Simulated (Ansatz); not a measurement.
In doubt: one-shot GW on d or f shells is unsure, so the values of those runs are not to be relied on.

Rows from a G0W0 calculation on LaCuSeO (P4/nmm) (Ansatz 0.2.0; G0W0 on r2SCAN, plane waves, PAW; PAW set soft_1; 4×4×2 mesh, 153 empty bands, screening to 60 eV, PAW set soft_1 files), in eV. Spin-orbit coupling is left out.

```
row  k  band   start       Σx  Σc at the solution      Vxc
  A  Γ    c2  13.648   -9.048              -3.889  -13.474
  B  Γ    c1  13.499  -12.799              -4.184  -18.164
  C  Γ    v1  11.609  -32.417               4.583  -27.703
```

Give the quasiparticle energies and the shift of each level.

The quasiparticle equation reads E = start + Σx + Σc(E) − Vxc.

```
row  E (eV)  shift (eV)
  A  14.186      +0.538
  B  14.681      +1.182
  C  11.478      −0.131
```

Limits: not at the basis limit; f levels unsure; no spin-orbit coupling; coarse k mesh.

[Paths, hosts, dates, memory and timing lines, banners, echoed tables and standing remarks are left out of the program output.]

[Logs are printed without paths, hosts, clocks, repeated set-up lines and the standing remarks that a program may print on its own settings, such as how far it seeks lower states.]

[Runs of the session that timed out or met a known fault of the program may be left out.]

[Cells called generated may have been cut or substituted from an entry of the Crystallography Open Database or the Materials Project.]

[Hosts, paths, dates, database ids (printed as entryN), source tags and the programs' standing remarks are cut or masked in the printed files.]
